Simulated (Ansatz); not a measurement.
BP (F-43m): refractive index against wavelength

The refractive index of BP (F-43m) below the direct gap (3.40 eV on the mesh) is read from one computed spectrum, n = √(Re ε).

It takes space group F-43m (No. 216, cubic). Conventional cell: a = 4.538 Å, b = 4.538 Å, c = 4.538 Å, α = 90.00°, β = 90.00°, γ = 90.00°. Around P on site c lie 4 B at 1.97 Å. B on site a is surrounded by 4 P at 1.97 Å.

Method: Ansatz 0.2.0, PBE, independent particles, k-mesh 10×10×10 with interpolation inside its cells, Gaussian parameter 0.1 eV.

Launch of the response step: `ansatz run input.yaml --threads 4 --pin off --max-ram 8192MiB --backend cpu --events-out ev --progress --plain --runs-dir out`. The run took 2 s, on 4 threads of Intel(R) Xeon(R) 6975P-C (Granite Rapids), on a shared host.

```tsv
wavelength (nm)	photon energy E (eV)	n
1550	0.800	3.1074
1310	0.946	3.1182
1064	1.165	?
850	1.459	3.1731
700	1.771	3.2215
633	1.959	3.2574
532	2.331	3.3474
```

In the single-oscillator model n² − 1 = E₀E_d/(E₀² − E²), so 1/(n² − 1) = E₀/E_d − E²/(E₀E_d) is linear in E².

Working, on the rows shown:

| x = E² (eV²) | y = 1/(n² − 1) |
| --- | --- |
| 0.639837 | 0.115528 |
| 0.895757 | 0.114637 |
| 2.12762 | 0.110271 |
| 3.13716 | 0.106632 |
| 3.83641 | 0.104051 |
| 5.43137 | 0.0979903 |

Means: x̄ = 2.678, ȳ = 0.10818. Σ(x − x̄)(y − ȳ) = -0.06118, Σ(x − x̄)² = 16.77. Slope = -0.06118 / 16.77 = -0.003649; intercept = ȳ − slope · x̄ = 0.11796. Turned back into n, the line misses the rows shown by at most 0.0023.

Task: What does the fit predict for the withheld row, and how well does it do?

Result: At x = 1.3578 the line gives y = 0.113, that is 3.1384. The run gave 3.1383, so the interpolation is off by 7.2e-05, 0.0 % of the range in the table.

Refitted with all rows, the slope is -0.003649 and the intercept 0.11796. These give E₀ = √(intercept/−slope) = 5.69 eV and E_d = E₀/intercept = 48.2 eV; E₀ is 1.7 times the direct gap. The electronic limit at long wavelengths, without lattice vibrations, is n = √(1 + 1/intercept) = 3.079. Excitons are left out and so are local fields; PBE gaps are as a rule too small.

[Logs are printed without paths, hosts, clocks, repeated set-up lines and the standing remarks that a program may print on its own settings, such as how far it seeks lower states.]
